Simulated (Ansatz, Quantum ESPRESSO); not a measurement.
# AlBiS3 (Pm-3m): zone-centre phonons, part 2 of 3

Wanted: the vibrations of AlBiS3 (Pm-3m) at Γ, by two programs.

Quantum ESPRESSO 8.0 development, patched; DFT LDA, scalar-relativistic, plane waves, PseudoDojo norm-conserving pseudopotentials.

So far. Step 2 (A probe with smearing): No gap opens on this mesh, so smearing is kept; the start stands at -3.1 GPa. Step 4 (Ground state): The cell stands at -0.002 GPa, close enough for phonons. The relaxed cell has a = 4.569 Å (conventional setting).

The structure was built from a prototype and need not be the compound's stable phase.

## (5) Linear response at Γ

At q = 0 one unit cell holds all displacements; symmetry groups them into irreducible representations that are solved one by one. With smeared occupations no response to a homogeneous field can be asked.

ph.in

```
phonons
&INPUTPH
  prefix       = 'x'
  outdir       = './tmp'
  fildyn       = 'g.dyn'
  tr2_ph       = 1.0d-18
  alpha_mix(1) = 0.4
  nmix_ph      = 8
/
0.000000000000 0.000000000000 0.000000000000
```

Command:

```
> OMP_NUM_THREADS=1 mpirun -n 4 ph.x -nk 4 -in ph.in > ph.out
```

Output:

```text
[banners, grids, parts of the stress and lines that vanish by symmetry left out]
[banner, memory and clock lines left out]
Program PHONON v.8.0dev

     Dynamical matrices for q-points given in input
     (   1q-points):
       N         xq(1)         xq(2)         xq(3)
       1   0.000000000   0.000000000   0.000000000

     ./tmp/x.save/

     IMPORTANT: XC functional enforced from input :
     Exchange-correlation= PW
                           (   1   4   0   0   0   0   0)
     Any further DFT definition will be discarded
     Please, verify this is what you really want

     G-vector sticks info

     Reading collected, re-writing distributed wavefunctions in ./tmp/

     Number and degeneracy of irreps per q-point
       N         xq(1)         xq(2)         xq(3)   N irreps
       1   0.000000000   0.000000000   0.000000000       5
        3   3   3   3   3

     Calculation of q =    0.0000000   0.0000000   0.0000000

     phonons

     bravais-lattice index     =            1
     lattice parameter (alat)  =       8.6349  a.u.
     unit-cell volume          =     643.8331 (a.u.)^3
     number of atoms/cell      =            5
     number of atomic types    =            3
     kinetic-energy cut-off    =      70.0000  Ry
     charge density cut-off    =     280.0000  Ry
     convergence threshold     =      1.0E-18
     beta                      =       0.4000
     number of iterations used =            8
     Exchange-correlation= PW
                           (   1   4   0   0   0   0   0)

     celldm(1)=    8.63491  celldm(2)=    0.00000  celldm(3)=    0.00000
     celldm(4)=    0.00000  celldm(5)=    0.00000  celldm(6)=    0.00000

     crystal axes: (cart. coord. in units of alat)
               a(1) = (  1.0000  0.0000  0.0000 )
               a(2) = (  0.0000  1.0000  0.0000 )
               a(3) = (  0.0000  0.0000  1.0000 )

     reciprocal axes: (cart. coord. in units 2 pi/alat)
               b(1) = (  1.0000  0.0000  0.0000 )
               b(2) = (  0.0000  1.0000  0.0000 )
               b(3) = (  0.0000  0.0000  1.0000 )

     Atoms inside the unit cell:

     Cartesian axes

     site n.  atom      mass           positions (alat units)
        1  Bi    208.9804   tau(    1) = (    0.00000    0.00000    0.00000  )
        2  Al     26.9815   tau(    2) = (    0.50000    0.50000    0.50000  )
        3  S      32.0600   tau(    3) = (    0.50000    0.50000    0.00000  )
        4  S      32.0600   tau(    4) = (    0.50000    0.00000    0.50000  )
        5  S      32.0600   tau(    5) = (    0.00000    0.50000    0.50000  )

     Computing dynamical matrix for
                    q = (   0.0000000   0.0000000   0.0000000 )

     49 Sym.Ops. (with q -> -q+G )

     G cutoff =  528.8273  (  50733 G-vectors)     FFT grid: ( 45, 45, 45)

     number of k points=    35  Marzari-Vanderbilt smearing, width (Ry)=  0.0200
                       cart. coord. in units 2pi/alat
        k(    1) = (   0.0000000   0.0000000   0.0000000), wk =   0.0039062
        k(    2) = (   0.0000000   0.0000000   0.1250000), wk =   0.0234375
        k(    3) = (   0.0000000   0.0000000   0.2500000), wk =   0.0234375
        [... further k-points left out ...]

     PseudoPot. # 1 for Bi read from file:
     ./pseudo/Bi.upf
     Pseudo is Norm-conserving + core correction, Zval = 15.0
     Using radial grid of 1454 points,  6 beta functions with:
                l(1) =   0
                l(2) =   0
                l(3) =   1
                l(4) =   1
                l(5) =   2
                l(6) =   2

     PseudoPot. # 2 for Al read from file:
     ./pseudo/Al.upf
     Pseudo is Norm-conserving + core correction, Zval =  3.0
     Using radial grid of 1854 points,  6 beta functions with:
                l(1) =   0
                l(2) =   0
                l(3) =   1
                l(4) =   1
                l(5) =   2
                l(6) =   2

     PseudoPot. # 3 for S  read from file:
     ./pseudo/S.upf
     Pseudo is Norm-conserving + core correction, Zval =  6.0
     Using radial grid of 1132 points,  6 beta functions with:
                l(1) =   0
                l(2) =   0
                l(3) =   1
                l(4) =   1
                l(5) =   2
                l(6) =   2

     Mode symmetry, O_h (m-3m)  point group:

     Atomic displacements:
     There are    5 irreducible representations

     Representation     1      3 modes -  To be done

     Representation     2      3 modes -  To be done

     Representation     3      3 modes -  To be done

     Representation     4      3 modes -  To be done

     Representation     5      3 modes -  To be done

     Alpha used in Ewald sum =   2.6000

     Representation #   1 modes #   1   2   3

     Self-consistent Calculation

     The passes end when |ddv_scf|^2 is under  6.1E-20 (on this mesh; tr2_ph alone asks  1.0E-18)
      iter #   1   av.it.:   5.0
      thresh= 1.000E-02 alpha_mix =  0.400 |ddv_scf|^2 =  1.581E-07
      iter #   2   av.it.:  14.3
      thresh= 3.976E-05 alpha_mix =  0.400 |ddv_scf|^2 =  5.314E-09
      iter #   3   av.it.:  15.0
      thresh= 7.290E-06 alpha_mix =  0.400 |ddv_scf|^2 =  4.186E-10
      iter #   4   av.it.:  14.7
      thresh= 2.046E-06 alpha_mix =  0.400 |ddv_scf|^2 =  5.016E-11
      iter #   5   av.it.:  14.8
      thresh= 7.082E-07 alpha_mix =  0.400 |ddv_scf|^2 =  2.058E-12
      iter #   6   av.it.:  15.3
      thresh= 1.434E-07 alpha_mix =  0.400 |ddv_scf|^2 =  9.085E-14
      iter #   7   av.it.:  14.9
      thresh= 3.014E-08 alpha_mix =  0.400 |ddv_scf|^2 =  4.489E-16
      iter #   8   av.it.:  14.6
      thresh= 2.119E-09 alpha_mix =  0.400 |ddv_scf|^2 =  1.204E-16
      iter #   9   av.it.:  15.1
      thresh= 1.097E-09 alpha_mix =  0.400 |ddv_scf|^2 =  4.913E-19
      iter #  10   av.it.:  15.4
      thresh= 7.010E-11 alpha_mix =  0.400 |ddv_scf|^2 =  6.757E-21

     End of self-consistent calculation

     Convergence has been achieved

     Representation #   2 modes #   4   5   6

     Self-consistent Calculation

     The passes end when |ddv_scf|^2 is under  6.1E-20 (on this mesh; tr2_ph alone asks  1.0E-18)
      iter #   1   av.it.:   4.0
      thresh= 1.000E-02 alpha_mix =  0.400 |ddv_scf|^2 =  2.730E-08
      iter #   2   av.it.:  14.0
      thresh= 1.652E-05 alpha_mix =  0.400 |ddv_scf|^2 =  8.638E-10
      iter #   3   av.it.:  14.4
      thresh= 2.939E-06 alpha_mix =  0.400 |ddv_scf|^2 =  5.206E-11
      iter #   4   av.it.:  13.3
      thresh= 7.215E-07 alpha_mix =  0.400 |ddv_scf|^2 =  1.042E-11
[...]
End of self-consistent calculation

     Convergence has been achieved

     Representation #   3 modes #   7   8   9

     Self-consistent Calculation

     The passes end when |ddv_scf|^2 is under  6.1E-20 (on this mesh; tr2_ph alone asks  1.0E-18)
[...]
End of self-consistent calculation

     Convergence has been achieved

     Representation #   4 modes #  10  11  12

     Self-consistent Calculation

     The passes end when |ddv_scf|^2 is under  6.1E-20 (on this mesh; tr2_ph alone asks  1.0E-18)
[...]
End of self-consistent calculation

     Convergence has been achieved

     Representation #   5 modes #  13  14  15

     Self-consistent Calculation

     The passes end when |ddv_scf|^2 is under  6.1E-20 (on this mesh; tr2_ph alone asks  1.0E-18)
[...]
iter #   3   av.it.:  14.3
      thresh= 5.661E-06 alpha_mix =  0.400 |ddv_scf|^2 =  1.706E-10
      iter #   4   av.it.:  14.8
      thresh= 1.306E-06 alpha_mix =  0.400 |ddv_scf|^2 =  1.138E-12
      iter #   5   av.it.:  14.7
      thresh= 1.067E-07 alpha_mix =  0.400 |ddv_scf|^2 =  7.436E-14
      iter #   6   av.it.:  15.2
      thresh= 2.727E-08 alpha_mix =  0.400 |ddv_scf|^2 =  4.465E-16
      iter #   7   av.it.:  15.3
      thresh= 2.113E-09 alpha_mix =  0.400 |ddv_scf|^2 =  1.990E-18
      iter #   8   av.it.:  14.7
      thresh= 1.411E-10 alpha_mix =  0.400 |ddv_scf|^2 =  4.370E-19
      iter #   9   av.it.:  15.1
      thresh= 6.610E-11 alpha_mix =  0.400 |ddv_scf|^2 =  1.313E-21

     End of self-consistent calculation

     Convergence has been achieved

     Number of q in the star =    1
     List of q in the star:
          1   0.000000000   0.000000000   0.000000000

     Diagonalizing the dynamical matrix

     q = (    0.000000000   0.000000000   0.000000000 )

 **************************************************************************
     freq (    1) =      -4.960017 [THz] =    -165.448353 [cm-1]
     freq (    2) =      -4.960017 [THz] =    -165.448353 [cm-1]
     freq (    3) =      -4.960017 [THz] =    -165.448353 [cm-1]
     freq (    4) =      -4.523809 [THz] =    -150.898032 [cm-1]
     freq (    5) =      -4.523809 [THz] =    -150.898032 [cm-1]
     freq (    6) =      -4.523809 [THz] =    -150.898032 [cm-1]
     freq (    7) =       0.030834 [THz] =       1.028528 [cm-1]
     freq (    8) =       0.030834 [THz] =       1.028528 [cm-1]
     freq (    9) =       0.030834 [THz] =       1.028528 [cm-1]
     freq (   10) =       3.153666 [THz] =     105.194981 [cm-1]
     freq (   11) =       3.153666 [THz] =     105.194981 [cm-1]
     freq (   12) =       3.153666 [THz] =     105.194981 [cm-1]
     freq (   13) =      14.028464 [THz] =     467.939175 [cm-1]
     freq (   14) =      14.028464 [THz] =     467.939175 [cm-1]
     freq (   15) =      14.028464 [THz] =     467.939175 [cm-1]
 **************************************************************************

     Mode symmetry, O_h (m-3m)  point group:

     freq (   1-   3) =       -165.4  [cm-1]   --> T_2u G_25  G_5-
     freq (   4-   6) =       -150.9  [cm-1]   --> T_1u G_15  G_4- I
     freq (   7-   9) =          1.0  [cm-1]   --> T_1u G_15  G_4- I
     freq (  10-  12) =        105.2  [cm-1]   --> T_1u G_15  G_4- I
     freq (  13-  15) =        467.9  [cm-1]   --> T_1u G_15  G_4- I
```

Run time: 13 min. Hardware: 4 MPI ranks of Intel Xeon Platinum 8488C (Sapphire Rapids), shared host.

Read from the output:

* largest acoustic frequency at the zone centre before the sum rule: 1.03 cm⁻¹
* highest optical zone-centre mode (no LO-TO term): 467.9 cm⁻¹
* lowest optical zone-centre mode: -165.4 cm⁻¹

The acoustic modes at Γ come out as far as 1.0 cm⁻¹ from zero, where they should vanish, a small numerical error. The lowest optical mode is imaginary, 165i cm⁻¹, an instability at this level and on this k mesh.

## (6) Zone-centre analysis

A rigid shift of the crystal must cost nothing, but grids and finite bases break this; the acoustic sum rule is imposed before the matrix is diagonalised again.

dynmat.in

```
&INPUT
  fildyn = 'g.dyn'
  asr    = 'simple'
  fileig = 'dynmat.eig'
/
```

Command:

```
> dynmat.x -in dynmat.in > dynmat.out
```

Output:

```text
[banner, memory and clock lines left out]
Program DYNMAT v.8.0dev

     Reading Dynamical Matrix from file g.dyn
     ...Force constants read
     ...epsilon and Z* not read (not found on file)
     A direction for q was not specified:TO-LO splitting will be absent

     Polarizability (A^3 units)
     multiply by 1.000000 for Clausius-Mossotti correction (not under assume_isolated = 'mt')
         0.000000    0.000000    0.000000
         0.000000    0.000000    0.000000
         0.000000    0.000000    0.000000

     IR activities are in (D/A)^2/amu units

# mode   [cm-1]    [THz]      IR
    1   -165.45   -4.9600    0.0000
    2   -165.45   -4.9600    0.0000
    3   -165.45   -4.9600    0.0000
    4   -150.90   -4.5238    0.0000
    5   -150.90   -4.5238    0.0000
    6   -150.90   -4.5238    0.0000
    7      0.00    0.0000    0.0000
    8      0.00    0.0000    0.0000
    9      0.00    0.0000    0.0000
   10    105.20    3.1537    0.0000
   11    105.20    3.1537    0.0000
   12    105.20    3.1537    0.0000
   13    467.94   14.0285    0.0000
   14    467.94   14.0285    0.0000
   15    467.94   14.0285    0.0000

[end of the log left out, with the tail of the file of modes that dynmat.x writes under the same name]
```

Run time: 0.62 s. Hardware: 1 thread.

Unit eigenvectors of the mass-weighted matrix after the sum rule; no LO-TO term. Modes at Γ, with each element's share of the kinetic energy (negative means imaginary):

```tsv
mode	frequency (cm⁻¹)	Bi %	Al %	S %
1	-165.4	0	0	100
2	-165.4	0	0	100
3	-165.4	0	0	100
4	-150.9	27	0	73
5	-150.9	27	0	73
6	-150.9	27	0	73
7	0.0	63	8	29
8	0.0	63	8	29
9	0.0	63	8	29
10	105.2	10	55	36
11	105.2	10	55	36
12	105.2	10	55	36
13	467.9	0	37	63
14	467.9	0	37	63
15	467.9	0	37	63
```

Displacements in mode 1 (-165.4 cm⁻¹), the largest set to 1:
```
Bi1  0.00  0.00  0.00
Al2  0.00  0.00  0.00
S3   0.00  0.00  0.00
S4   0.00  0.00  1.00
S5   0.00  0.00 -1.00
```

Displacements in mode 12 (105.2 cm⁻¹), the largest set to 1:
```
Bi1  0.01  0.02 -0.15
Al2 -0.08 -0.11  1.00
S3   0.02  0.03  0.65
S4   0.02 -0.07 -0.25
S5  -0.05  0.03 -0.25
```

The rule moves no optical mode by more than 0.1 cm⁻¹.

## (7) Sum rules set otherwise: a sum rule for molecules or wires on a crystal

This rule also removes rotations, which suits wires and not a crystal; it is tried to see the harm.

dynmat.in

```
&INPUT
  fildyn = 'g.dyn'
  asr    = 'one-dim'
  fileig = 'dynmat.eig'
/
```

Command:

```
> dynmat.x -in dynmat.in > dynmat.out
```

Output:

```text
[banner, memory and clock lines left out]
Program DYNMAT v.8.0dev

     Reading Dynamical Matrix from file g.dyn
     ...Force constants read
     ...epsilon and Z* not read (not found on file)
asr rotation axis in 1D system=    3
     Acoustic Sum Rule: || Z*(ASR) - Z*(orig)|| =    0.000000E+00
     Acoustic Sum Rule: ||dyn(ASR) - dyn(orig)||=    1.211137E-01
     A direction for q was not specified:TO-LO splitting will be absent

     Polarizability (A^3 units)
     multiply by 1.000000 for Clausius-Mossotti correction (not under assume_isolated = 'mt')
         0.000000    0.000000    0.000000
         0.000000    0.000000    0.000000
         0.000000    0.000000    0.000000

     IR activities are in (D/A)^2/amu units

# mode   [cm-1]    [THz]      IR
    1   -172.00   -5.1565    0.0000
    2   -165.45   -4.9600    0.0000
    3   -165.45   -4.9600    0.0000
    4   -150.89   -4.5236    0.0000
    5   -150.89   -4.5236    0.0000
    6    -80.46   -2.4121    0.0000
    7     -0.00   -0.0000    0.0000
    8      0.00    0.0000    0.0000
    9      0.00    0.0000    0.0000
   10      0.00    0.0000    0.0000
   11    105.20    3.1538    0.0000
   12    105.20    3.1538    0.0000
   13    466.89   13.9971    0.0000
   14    467.94   14.0285    0.0000
   15    467.94   14.0285    0.0000

     -2.412051 [THz] =     -80.457372 [cm-1]
[end of the log left out, with the tail of the file of modes that dynmat.x writes under the same name]
```

The job ended after 0.6 s (1 thread).

The program raised no error, yet the settings are not those of a careful run.

The fault: a sum rule for molecules or wires on a crystal; 1 optical mode is projected out to zero frequency, as if it were a rotation.

For a crystal the rule has to be 'simple' or 'crystal'.

Zone-centre frequencies as printed; negative means imaginary. Modes:

```tsv
mode	frequency (cm⁻¹)
1	-172
2	-165.4
3	-165.4
4	-150.9
5	-150.9
6	-80.46
7	0
8	0
9	0
10	0
11	105.2
12	105.2
13	466.9
14	467.9
15	467.9
```

(Part 2 of 3 ends here.)

[Host names and launcher messages were left out of these logs when they were recorded.]

[Logs are printed without paths, hosts, clocks, repeated set-up lines and the standing remarks that a program may print on its own settings, such as how far it seeks lower states.]

[Hosts, paths, dates, database ids (printed as entryN), source tags and the programs' standing remarks are cut or masked in the printed files.]
